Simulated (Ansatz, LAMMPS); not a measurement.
**Localised basis functions on amorphous 29Ga2O3-71GeO2 (mol %) (86 atoms)**

Wanted: errors and times of a linear-scaling basis for amorphous 29Ga2O3-71GeO2 (mol %) (86 atoms). A setting counts as converged where the r.m.s. difference of forces stays under 1 % of the r.m.s. force.

Main program and level: Ansatz 0.2.0; Kohn-Sham DFT, PBE, PAW (set soft_2), plane waves.

This is a report of a sequence of runs, with the program logs left out and the cost of each run kept.

### 1. The starting structure

The cell holds 86 atoms: 14 Ga, 17 Ge and 55 O. Its edges and angles: a = 11.142 Å, b = 11.142 Å, c = 11.142 Å, α = 90.0°, β = 90.0°, γ = 90.0°. 86 atoms (14 Fe, 17 Ge, 55 O) placed at random at 3.54 g/cm³, melted at 5000 K for 10 ps at fixed volume with the Morse and Coulomb pair potential with partial charges (Pedone, Malavasi, Menziani, Cormack and Segre, J. Phys. Chem. B 110, 11780 (2006)). Quenched from 5000 K to 300 K at 100 K/ps and fixed volume, held 5 ps, then minimised at fixed cell. Then Fe was replaced by Ga and the cell scaled by 1.006 (the potential has no terms for the new elements, so the cell is a start for a DFT relaxation).

Before any run, some limits are plain. The quench rate of 100 K/ps far exceeds what a furnace or splat quench reaches, so expect more defects and frozen-in strain than in a real sample. The network of bonds at the start is that of the classical potential that made the cell, and needn't be the one that DFT or experiment would give. The Brillouin zone is sampled at Γ only, in a cell whose shortest periodic width is 11 Å.

### 2. The classical run that made the cell

A classical potential supplies the starting structure, since it reaches far longer times than DFT.

This step: classical MD, Morse and Coulomb pair potential with partial charges (Pedone, Malavasi, Menziani, Cormack and Segre, J. Phys. Chem. B 110, 11780 (2006)) (LAMMPS 22 Jul 2025 - Update 4).

The input, in.lmp:

```
# melt-quench of Fe14Ge17O55
units metal
atom_style charge
boundary p p p
region box block 0 11.0757 0 11.0757 0 11.0757
create_box 3 box
mass 1 55.8450   # Fe
mass 2 72.6300   # Ge
mass 3 15.9990   # O
create_atoms 1 random 14 207841 NULL overlap 1.5 maxtry 2000
create_atoms 2 random 17 207848 NULL overlap 1.5 maxtry 2000
create_atoms 3 random 55 207855 NULL overlap 1.5 maxtry 2000
pair_style hybrid/overlay pedone 5.5 coul/long 8.0
pair_coeff * * coul/long
pair_coeff 1 3 pedone 0.418981 1.620376 2.382183 2   # Fe-O
pair_coeff 2 3 pedone 0.158118 2.294230 2.261313 5   # Ge-O
pair_coeff 3 3 pedone 0.042395 1.379316 3.618701 22   # O-O
set type 1 charge 1.8
set type 2 charge 2.4
set type 3 charge -1.2
kspace_style pppm 1.0e-4
neigh_modify delay 0 every 1 check yes
thermo_style custom step time temp pe press density
thermo_modify norm yes
timestep 0.002
thermo 100
min_style cg
minimize 1e-4 1e-4 200 2000
reset_timestep 0
velocity all create 5000 207842 mom yes dist gaussian
fix lim all nve/limit 0.05
fix lan all langevin 5000 5000 0.2 207843 zero yes
thermo 500
run 1000 post no
# [... 10 lines left out ...]
thermo 1250
fix md all nvt temp 300 300 0.2
run 2500 post no
unfix md
thermo 100
min_style cg
minimize 0 1e-3 2000 20000
write_dump all custom glass.dump id type xs ys zs modify sort id
```

Run with:

```
$ lmp -in in.lmp -log none -nocite
```

The job ended after 13 s (1 thread of Arm Neoverse V1, shared host; peak memory 0.071 GiB).

### 3. Plane-wave single point

The first run uses the default basis; a harder plane-wave run follows as the reference for the support functions.

The input, input.yaml:

```yaml
crystal:
  lattice:
    - [11.14215, 0.0, 0.0]
    - [0.0, 11.14215, 0.0]
    - [0.0, 0.0, 11.14215]
  atoms:
    - { symbol: Ga, position: [0.95068, 0.80986, 0.51091] }
    - { symbol: Ga, position: [0.82063, 0.39331, 0.89444] }
    - { symbol: Ga, position: [0.31977, 0.84708, 0.80286] }
    - { symbol: Ga, position: [0.85683, 0.88776, 0.74765] }
    - { symbol: Ga, position: [0.19419, 0.63786, 0.92544] }
    - { symbol: Ga, position: [0.06994, 0.98106, 0.27492] }
    - { symbol: Ga, position: [0.95626, 0.56574, 0.73489] }
    - { symbol: Ga, position: [0.58333, 0.90847, 0.70092] }
[... 74 atom lines left out ...]
    - { symbol: O, position: [0.0613, 0.1516, 0.28948] }
    - { symbol: O, position: [0.04982, 0.72777, 0.13418] }
    - { symbol: O, position: [0.67083, 0.82429, 0.27618] }
    - { symbol: O, position: [0.731, 0.29302, 0.77811] }
kpoints:
  mp_grid: { grid: [1, 1, 1] }
hamiltonian:
  xc: pbe
scf:
  occupations: { method: fixed }
output:
  forces: true
  stress: true
  populations: intrinsic
  dos:
    method: { smearing: { sigma: 0.1 } }
    de: 0.1
    projected: { site_lists: { Ga: [Ga], Ge: [Ge], O: [O] } }
  eigenvalues: true
  write_density: true
  write_potential: true
  volumetric_format: npy
  elf: true
```

Run with:

```
$ ansatz run input.yaml --threads 4 --pin off --max-ram 8192MiB --backend cpu --events-out ev --progress --plain --runs-dir out
```

It took 34 s on 4 threads of Arm Neoverse V1, shared host; peak memory 2 GiB.

The program notes that the exchange-correlation potential is rough where the density is thin.

Read from the output:

| Item | Value |
| --- | --- |
| free energy | -157176.1557 eV |
| free energy per atom | -1827.6297 eV/atom |
| SCF cycles | 9 |
| pressure | -2.679 GPa |
| r.m.s. force component | 0.9685 eV/Å |
| longest force | 3.103 eV/Å |
| Fermi energy | 3.502 eV |
| gap (highest filled to lowest empty level) | 0.7831 eV |

The r.m.s. force component of 0.97 eV/Å and the pressure of -2.7 GPa set the scale for the differences below.

### 4. Plane waves at 750 eV (750 eV)

A harder cutoff gives the support functions a reference with less basis error.

input.yaml, the sections that differ from step 3:

```yaml
output:
  forces: true
  eigenvalues: true
basis:
  ecutwfc: "750 eV"
# crystal, kpoints, hamiltonian, scf: as in step 3
```

Wall time 50 s (4 threads); peak memory 4.1 GiB; 3.2 min of CPU time.

Forces differ from the reference by 2.8 meV/Å r.m.s., 0.28 % of their size, well within a tolerance of 1 %; the energy by -5.4 meV/atom. It took roughly 1.5 times the reference's time (one timing each, with unlike analyses asked), in 9 cycles against 9.

### 5. Support functions medium

The cell is solved in localised support functions. Besides, the program derives a nominal cutoff of 464 eV for this run, against the reference's 750.

This step: Kohn-Sham DFT, PBE, PAW (set soft_2), localised support functions (medium) (Ansatz 0.2.0).

input.yaml, the sections that differ from step 4:

```yaml
scf:
  occupations: { method: fixed }
  eigensolver: { kind: { support_functions: { accuracy: medium } } }
  max_iter: 150
# crystal, kpoints, hamiltonian, output: as in step 4
# basis: removed
```

The job ended after 4.1 min (4 threads; peak memory 5.4 GiB).

The program notes that the band table was not solved further than the SCF left it and it switched symmetry off.

Keys that differ from the reference: basis.ecutwfc removed, support_functions.accuracy = "medium" and scf.max_iter = 150.

Forces differ from the reference by 2.5 meV/Å r.m.s., 0.26 % of their size, well within a tolerance of 1 %; the energy by -1.7 meV/atom. It took 4.8 times the reference's time (shared host, so rough).

### 6. Support functions low

With localised support functions most steps grow linearly with size, though the diagonalisation grows faster unless the density matrix is cut; this run measures error and cost at this size. Besides, the program derives a nominal cutoff of 420 eV for this run, against the reference's 750.

This step: Kohn-Sham DFT, PBE, PAW (set soft_2), localised support functions (low) (Ansatz 0.2.0).

input.yaml, the sections that differ from step 5:

```yaml
scf:
  occupations: { method: fixed }
  eigensolver: { kind: { support_functions: { accuracy: low } } }
  max_iter: 150
# crystal, kpoints, hamiltonian, output: as in step 5
```

It took 2.4 min on 4 threads; peak memory 3.8 GiB.

Keys that differ from the reference: basis.ecutwfc removed, support_functions.accuracy = "low" and scf.max_iter = 150.

Forces differ from the reference by 2.5 meV/Å r.m.s., 0.25 % of their size, well within a tolerance of 1 %; the energy by -1.6 meV/atom. It took 2.9 times the reference's time (shared host, so rough).

### 7. Support functions medium, radius 3.67 Å

The radius confines each support function; a larger one gives more freedom and more work per atom. Besides, the program derives a nominal cutoff of 464 eV for this run, against the reference's 750.

This step: Kohn-Sham DFT, PBE, PAW (set soft_2), localised support functions (medium) (Ansatz 0.2.0).

input.yaml, the sections that differ from step 6:

```yaml
scf:
  occupations: { method: fixed }
  eigensolver: { kind: { support_functions: { accuracy: medium, radius: 3.67 } } }
  max_iter: 150
# crystal, kpoints, hamiltonian, output: as in step 6
```

Run time: 3.8 min. Hardware: 4 threads; peak memory 5.2 GiB.

Keys that differ from the reference: basis.ecutwfc removed, support_functions.accuracy = "medium", support_functions.radius = 3.67 and scf.max_iter = 150.

Forces differ from the reference by 2.5 meV/Å r.m.s., 0.26 % of their size, well within a tolerance of 1 %; the energy by -1.7 meV/atom. It took 4.5 times the reference's time (shared host, so rough).

### 8. Support functions medium, radius 3.97 Å

input.yaml, the sections that differ from step 7:

```yaml
scf:
  occupations: { method: fixed }
  eigensolver: { kind: { support_functions: { accuracy: medium, radius: 3.97 } } }
  max_iter: 150
# crystal, kpoints, hamiltonian, output: as in step 7
```

Elapsed: 4.7 min, on 4 threads; peak memory 5.8 GiB.

Keys that differ from the reference: basis.ecutwfc removed, support_functions.accuracy = "medium", support_functions.radius = 3.97 and scf.max_iter = 150.

Forces differ from the reference by 2.5 meV/Å r.m.s., 0.26 % of their size, well within a tolerance of 1 %; the energy by -1.7 meV/atom. It took 5.6 times the reference's time (shared host, so rough).

### 9. Another setting: scf.initial_density.chi_scale = 0.3

Changed here: scf.initial_density.chi_scale = 0.3.

This step: Kohn-Sham DFT, PBE, PAW (set soft_2), plane waves (Ansatz 0.2.0).

input.yaml, the sections that differ from step 8:

```yaml
scf:
  occupations: { method: fixed }
  initial_density: { chi_scale: 0.3 }
output:
  forces: true
  stress: true
  populations: true
  dos:
    method: { smearing: { sigma: 0.1 } }
    de: 0.1
    projected: { site_lists: { Ga: [Ga], Ge: [Ge], O: [O] } }
  eigenvalues: true
# crystal, kpoints, hamiltonian: as in step 8
```

The job ended after 45 s (4 threads; peak memory 2 GiB; 2.9 min of CPU time).

Forces differ from the reference by 0.029 meV/Å r.m.s., 0.003 % of their size, well within a tolerance of 1 %.

### 10. The ladder side by side

Each row is set against the plane-wave reference (Kohn-Sham DFT, PBE, PAW (set soft_2), plane waves; r.m.s. force component 0.968 eV/Å). Energies are set beside the reference only for runs with its functional, potentials and electron count. Times are for 4 threads of Arm Neoverse V1, shared host. The reference's time includes the DOS, ELF, the stress and grids, which some other runs skip.

```csv
run,"Δ force, r.m.s. (meV/Å)",share of r.m.s. force (%),Δ energy (meV/atom),Δ pressure (GPa),Δ gap (eV),cycles,time,host memory (GiB)
reference,-,-,-,-,-,9,34 s,2.0
plane waves at 750 eV (750 eV),2.76,0.285,-5.42,-,0.0014,9,50 s,4.1
scf.initial_density.chi_scale = 0.3,0.029,0.003,0,0,0,17,45 s,2.0
```

### 11. All settings compared

Differences are against the run with plane waves at 750 eV (Kohn-Sham DFT, PBE, PAW (set soft_2), plane waves), whose r.m.s. force component is 0.966 eV/Å. Energies are set beside the reference only for runs with its functional, potentials and electron count. Times are for 4 threads of Arm Neoverse V1, shared host.

```csv
run,"Δ force, r.m.s. (meV/Å)",share of r.m.s. force (%),Δ energy (meV/atom),Δ gap (eV),cycles,time,host memory (GiB)
reference,-,-,-,-,9,50 s,4.1
support functions medium,2.53,0.262,-1.67,-3.0e-4,16,4.1 min,5.4
support functions low,2.45,0.254,-1.63,-4.0e-4,14,2.4 min,3.8
"support functions medium, radius 3.67 Å",2.51,0.260,-1.67,-3.0e-4,16,3.8 min,5.2
"support functions medium, radius 3.97 Å",2.53,0.262,-1.67,-3.0e-4,16,4.7 min,5.8
```

### 12. The first run in detail

The first run, on the default basis, asked for the full analyses, so its electronic structure is set out here.

Neighbours are counted within 2.17 Å (O-Ge), 2.50 Å (O-Ga).

Length of the force by element and coordination:

```csv
element,coordination,atoms,mean length of the force (eV/Å),spread,least,most
Ga,all,14,1.24,0.484,0.511,2.29
Ga,4,8,1.35,0.518,0.511,2.29
Ga,5,3,0.947,0.105,0.827,1.08
Ga,6,3,1.23,0.497,0.585,1.79
Ge,all,17,1.12,0.419,0.322,1.72
O,all,55,1.73,0.709,0.515,3.10
O,2,32,1.48,0.614,0.515,2.86
O,3,23,2.09,0.679,0.735,3.10
```

Intrinsic-atomic-orbital charges by element and coordination:

```csv
element,coordination,atoms,mean charge (e),spread,least,most
Ga,all,14,1.05,0.0293,0.991,1.10
Ga,4,8,1.06,0.0231,1.03,1.10
Ga,5,3,1.05,0.0213,1.03,1.08
Ga,6,3,1.01,0.0185,0.991,1.04
Ge,all,17,1.61,0.0186,1.57,1.64
O,all,55,-0.766,0.0418,-0.835,-0.669
O,2,32,-0.797,0.0193,-0.835,-0.760
O,3,23,-0.723,0.0207,-0.759,-0.669
```

Density of states as counts of states in windows of 1 eV (from the Fermi level), total and the larger projections:

```csv
from (eV),to (eV),total,O p,Ge p,Ga s,Ga d
-14,-13,78.4,1.0,0.3,0.1,74.5
-13,-12,1.8,0.0,0.0,0.0,1.4
-12,-11,0.0,0.0,0.0,0.0,0.0
-11,-10,2.0,1.1,0.1,0.0,0.0
-10,-9,8.7,4.9,0.3,0.3,0.1
-9,-8,10.7,6.2,0.5,0.6,0.1
-8,-7,12.4,7.5,0.7,1.4,0.1
-7,-6,22.5,14.6,2.1,3.7,0.1
-6,-5,28.9,20.9,4.0,1.2,0.2
-5,-4,36.1,27.4,3.6,0.6,0.3
-4,-3,38.2,31.7,1.9,0.4,0.2
-3,-2,62.5,56.5,1.7,0.3,0.2
-2,-1,74.6,71.0,0.9,0.2,0.2
-1,0,31.7,30.6,0.2,0.1,0.1
0,1,3.5,1.6,0.0,0.7,0.0
1,2,0.0,0.0,0.0,0.0,0.0
2,3,7.3,1.7,0.5,2.1,0.0
3,4,17.0,4.1,1.4,4.9,0.0
4,5,14.1,3.5,1.3,3.8,0.0
```

With fixed occupations the program's Fermi level is the highest filled level.

Between -26 and -14 eV lie 340 more states.

The levels nearest the highest filled one (over half full), pooled over k-points and spins:

```csv
level less the highest filled one (eV),occupation
-0.690,2
-0.592,2
-0.439,2
-0.418,2
-0.224,2
0,2
0.783,0
2.35,0
2.58,0
2.69,0
2.94,0
3.11,0
```

Valence density in the bc plane at fractional x = 0.058, with atoms of Ga and Ge and O within 0.2 Å of it. It is the smooth field of the valence electrons, not physical close to the nuclei.

Ten steps, logarithmic in the rise over the least value, from '0' (0 e/Å³) to '9' (28 e/Å³), each cell a mean:
```
0000000010000000001110012453100
0000011221100000023431001111000
0000014774100000135652100000000
0000125995211000135652000000000
0001233553111000012321000000000
0013554211110000011100000000000
1124664200000000010000000000001
3433442100000001111000000000112
4531110000000001221000000000123
2210000000000012332000000000122
1100000000000133221000000000001
0000000000112487410000000000000
0000000002333588421100000110000
0000000012443244344310002332000
0000110011222112466531124664200
2112442100110001356532224664223
7324664200000000123235533443258
8424664100000000001135531111269
3212221000000000000012321000134
1000000000000000000013553100112
1000000000000000000025664211122
1000000000000000000014553222222
1000000000000000000001223675221
0000000000000000000000014896210
```
Columns run along b (11.1 Å), rows up along c (11.1 Å). Atoms in or near the plane, at fractional coordinates: Ga at (0.98, 0.27), Ge at (0.84, 0.02), Ge at (0.25, 0.85), O at (0.83, 0.36), O at (0.62, 0.87), O at (0.58, 0.37), O at (0.15, 0.29), O at (0.73, 0.13).

(Continued in part 2 of 2.)

[Long decimals in the printed logs are rounded to 6 places.]

[Logs are printed without paths, hosts, clocks, repeated set-up lines and the standing remarks that a program may print on its own settings, such as how far it seeks lower states.]

[Hosts, paths, dates, database ids (printed as entryN), source tags and the programs' standing remarks are cut or masked in the printed files.]
